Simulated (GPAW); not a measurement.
# Cu K ELNES/XANES of CuSi2P3 (P3m1) from DFT, part 3 of 3

What does one-electron theory with a core hole give for the Cu K edge of CuSi2P3 (P3m1)?

GPAW 26.7.0; X-ray absorption from dipole matrix elements to empty bands, plane-wave PAW LDA.

So far. Step 5 (Spectrum with XCH, Cu atom 1): Main maxima below 28 eV (height): 6.0 eV (1.26), 9.6 eV (1.07), 14.2 eV (1.33) and 19.4 eV (1.39).  Step 5 (Spectrum with XCH, Cu atom 1): The total-energy difference is 8991.42 eV. One term is added: -29.79 eV, since the hole is spin-paired here and a spin-polarised one costs that much less in the free atom (computed apart). The photon energy is then 8961.63 eV. The tabulated edge of the element is 8979 eV.

**7. Spectrum with XCH, Cu atom 1**

A smaller cell brings the holes closer; here they are 3.7 Å apart.

Changed against the first core-hole run: supercell atoms from 24 to 6; the field's mesh follows (3×3×2 to 5×5×2).

File xas.py:

```python
import numpy as np
from ase import Atoms
from ase.parallel import parprint, paropen
from gpaw import GPAW, PW, FermiDirac, Mixer, MixerDif, setup_paths
from gpaw.test import gen
setup_paths.insert(0, '.')
gen('Cu', name='fch1s', xcname='LDA', corehole=(1, 0, 1), write_xml=True)
from gpaw.mpi import world
world.barrier()

atoms = Atoms('CuP3Si2',
    cell=[[3.73198987, 0, 0],
     [-1.86599494, 3.23199804, 0],
     [0, 0, 9.085572]],
    scaled_positions=[[0.33333333, 0.66666667, 0.736991],
     [0, 0, 0.670485],
     [0.66666667, 0.33333333, 0.33468],
     [0.33333333, 0.66666667, 0.991734],
     [0, 0, 0.432801],
     [0.66666667, 0.33333333, 0.083308]],
    pbc=True)
atoms.calc = calc = GPAW(legacy_gpaw=True, mode=PW(430), xc='LDA', setups={0: 'fch1s'},
    kpts={'size': (5, 5, 2), 'gamma': True}, occupations=FermiDirac(0.1),
    charge=-1, mixer=Mixer(0.1, 5, 50), maxiter=150,
    convergence={'density': 0.0001}, txt='scf.txt')
energy = atoms.get_potential_energy() + calc.get_reference_energy()
ef = calc.get_fermi_level()
out = dict(energy=energy, fermi=ef, forces=atoms.get_forces().tolist())
parprint(f'all-electron energy {energy:.4f} eV, Fermi level {ef:.4f} eV')
ev = np.array([[calc.get_eigenvalues(k, s) for k in range(len(calc.get_ibz_k_points()))] for s in range(calc.get_number_of_spins())])
out['homo'], out['lumo'], out['counts'] = ev[ev < ef].max(), ev[ev > ef].min(), sorted(set((ev < ef).sum((0, 2)).tolist()))
out['filled'] = (ev[:, 0] < ef).sum(1).tolist()

from ase.units import Ha
from gpaw.xas import dipole_matrix_elements
nb = int(calc.get_number_of_electrons() / 2) + 68
top, nb = nb, nb + 8 + nb // 12
nscf = calc.fixed_density(kpts={'size': (5, 5, 2), 'gamma': True}, nbands=nb,
    convergence={'bands': top, 'eigenstates': 1e-5}, maxiter=60, txt='nscf.txt')
cell = atoms.cell.array
ops = [cell.T @ U.T @ np.linalg.inv(cell.T) for U in nscf.wfs.kd.symmetry.op_scc]
E = np.arange(-6, 34, 0.1)
fwhm = np.interp(E, [4, 25], [1.55, 3.5])
Y, X, zero, highest = 0, 0, 1e9, 1e9
for spin in range(nscf.get_number_of_spins()):
    wfs = nscf.wfs
    A = dipole_matrix_elements(wfs.setups[0])
    eps = np.zeros((wfs.kd.nibzkpts, nb))
    d = np.zeros((3, A.shape[1], wfs.kd.nibzkpts, nb), complex)
    for kpt in wfs.kpt_u:
        if kpt.s == spin and 0 in kpt.P_ani:
            eps[kpt.k] = kpt.eps_n * Ha
            d[:, :, kpt.k] = (kpt.weight * wfs.nspins / 2) ** 0.5 * np.inner(A, kpt.P_ani[0])
    world.sum(eps)
    world.sum(d)
    T = np.einsum('amkn,bmkn->abkn', d, d.conj()).real
    T = sum(np.einsum('ai,ijkn,bj->abkn', R, T, R) for R in ops) / len(ops)
    empty = eps > ef
    zero, highest = min(zero, eps[empty].min()), min(highest, eps[:, top - 1].min())
    lines = [(eps, T, empty)] if spin == 0 else lines + [(eps, T, empty)]
for eps, T, empty in lines:
    f = np.einsum('aakn->akn', T).reshape(3, -1)
    x = eps.ravel() - zero
    w = np.interp(x, E, fwhm) / 2.35482
    g = np.exp(-0.5 * ((E[:, None] - x) / w) ** 2) / (w * (2 * np.pi) ** 0.5)
    Y = Y + (f * empty.ravel()) @ g.T
    X = X + (f * ~empty.ravel()) @ g.T
out.update(E=E.round(2).tolist(), xas=Y.tolist(), xes=X.tolist(), zero=zero, valid=highest - zero, nk=len(eps), nb=nb)
for i in range(0, len(E), 10):
    parprint(f'{E[i]:7.2f}', *(f'{v:10.3e}' for v in Y[:, i]))
import json
with paropen('out.json', 'w') as f:
    json.dump(out, f)
```

On the command line:

```sh
OMP_NUM_THREADS=1 mpirun -n 4 gpaw python xas.py
```

Numbers of over 12 decimals in the logs are rounded to 6 here.

The log of the run:

```text
Input parameters:
  charge: -1
  convergence: {density: 0.0001}
  kpts: {gamma: True,
         size: (5, 5, 2)}
  maxiter: 150
  mixer: {backend: pulay,
          beta: 0.1,
          method: separate,
          nmaxold: 5,
          weight: 50}
  mode: {ecut: 430.0,
         name: pw}
  occupations: {fixmagmom: False,
                name: fermi-dirac,
                width: 0.1}
  setups: {0: fch1s}

Initialize ...

[...]
*d    :     0.252057
--------------------------------

Diagonalizing with gridspacing h=0.050

state   all-electron     PAW
-------------------------------
4s:      -0.517664    -0.517809
4p:      -0.294182    -0.294289
3d:      -0.747943    -0.748405
*f:                   -0.018700
-------------------------------
all-electron energy -79529.7300 eV, Fermi level 6.7616 eV
[...]
32.00  2.653e-07  2.653e-07  2.026e-07
  33.00  2.433e-07  2.433e-07  1.833e-07
[key lines of the parts left out:]
Converged after 17 iterations.
Dipole moment: (0.442821, -0.255663, -0.923450) |e|*Ang
Free energy:    -42.315068
Fermi level: 6.76164
```

Run time: 31 s. Hardware: 4 MPI ranks of Arm Neoverse V2, shared host; peak memory 0.25 GiB; 2 min of CPU time.

These settings depart from the first run's and aren't meant as converged.

The scaled spectrum changes by 9 % r.m.s. Another feature, at 16.8 eV (1.41), becomes the highest below 24 eV; the one at 19.4 eV is gone.

```tsv
E (eV)	first run	this run
-2.0	0.00	0.00
-0.5	0.08	0.03
1.0	0.28	0.25
2.5	0.47	0.50
4.0	0.74	0.79
5.5	1.20	1.23
7.0	1.01	1.00
8.5	0.97	0.79
10.0	1.06	1.06
11.5	0.93	1.13
13.0	1.17	1.06
14.5	1.32	1.22
16.0	1.23	1.37
17.5	1.30	1.38
19.0	1.38	1.27
20.5	1.36	1.28
22.0	1.33	1.35
23.5	1.29	1.35
25.0	1.19	1.17
26.5	1.11	1.00
28.0	1.08	1.02
```

**8. What the core hole does**

Both curves are counted from their own zero, so only the shift of weight within the empty states shows.

```tsv
E (eV)	no hole	XCH
-2.0	0.00	0.00
-1.0	0.05	0.02
0.0	0.28	0.15
1.0	0.33	0.28
2.0	0.44	0.44
3.0	0.44	0.49
4.0	0.56	0.74
5.0	0.87	1.05
6.0	1.06	1.26
7.0	1.23	1.01
8.0	1.00	0.90
9.0	0.85	1.04
10.0	0.95	1.06
11.0	1.09	0.96
12.0	1.16	0.96
13.0	1.13	1.17
14.0	1.15	1.32
15.0	1.22	1.29
16.0	1.31	1.23
17.0	1.40	1.26
18.0	1.46	1.34
19.0	1.44	1.38
20.0	1.41	1.38
21.0	1.42	1.35
22.0	1.46	1.33
23.0	1.50	1.31
24.0	1.51	1.26
25.0	1.44	1.19
26.0	1.31	1.14
27.0	1.19	1.10
28.0	1.14	1.08
29.0	1.17	1.13
```

With each curve scaled to its own mean, the area from −2 to 6 eV with the hole is 3.8 against 3.5, and the centre of weight from −1 to 20 eV moves by -0.1 eV (first and strongest maxima below 20 eV: 7.0 eV (1.23), 12.2 eV (1.16) and 18.2 eV (1.46) without the hole, 6.0 eV (1.26), 14.2 eV (1.33) and 19.4 eV (1.39) with it), a small effect on these measures.

**9. Summary of results**

```
absorber and edge                               : Cu K, atom 1 of the ground-state input (counted from 1)
surroundings                                    : 3 P at 2.24 Å and 1 P at 2.31 Å (distorted tetrahedral, site symmetry 3m)
highest intensity below 24 eV                   : 19.4 eV above the zero, height 1.39
photon energy of the zero, with the added terms : 8961.6 eV (raw 8991.4 eV; LDA puts this hole about 18 eV below PBE, itself good to a few eV)
```

In words: The Cu K edge of atom 1, with 3 P at 2.24 Å and 1 P at 2.31 Å (distorted tetrahedral, site symmetry 3m), has its highest intensity of the first 24 eV at 19.4 eV above the zero, near 8981 eV in photon energy (LDA puts this hole about 18 eV below PBE, itself good to a few eV), 1.4 times the mean level of the first 20 eV (Gaussian full width 1.55 eV up to 4 eV, rising linearly to 3.5 eV at 25 eV). With each curve scaled to its own mean, the area from −2 to 6 eV with the hole is 3.8 against 3.5, and the centre of weight from −1 to 20 eV moves by -0.1 eV (first and strongest maxima below 20 eV: 7.0 eV (1.23), 12.2 eV (1.16) and 18.2 eV (1.46) without the hole, 6.0 eV (1.26), 14.2 eV (1.33) and 19.4 eV (1.39) with it), a small effect on these measures. A cell with holes 3.7 Å apart changes the curve by 9 % r.m.s. (9 % after the best shift). At the Cu K edge of atom 1 polarisation matters most near 3.8 eV, where the curves differ by 0.5 on this scale. The script folds with a Gaussian, whereas the core hole's own line is a Lorentzian, so the onset is too steep and the first peak too high. The mesh is coarse (0.35 Å⁻¹ between points), so small maxima may be mesh ripples. Lifetime broadening is put in by hand, and intensities beyond about 20 eV depend on it and on the partial waves. The structure is a computed Materials Project entry and may be a hypothetical form.

[Banner, clock and machine lines of the logs are left out without a mark of their own.]

[Logs are printed without paths, hosts, clocks, repeated set-up lines and the standing remarks that a program may print on its own settings, such as how far it seeks lower states.]

[Hosts, paths, dates, database ids (printed as entryN), source tags and the programs' standing remarks are cut or masked in the printed files.]

[Lists of maxima count a maximum above −3 eV only where it reaches 4 % of the highest in the window and stands out from its surroundings by 2 % of it (1.5 % where it reaches 55 %); shoulders and weaker maxima are passed over, and of the rest the first, up to two pre-edge ones and the few strongest are named.]
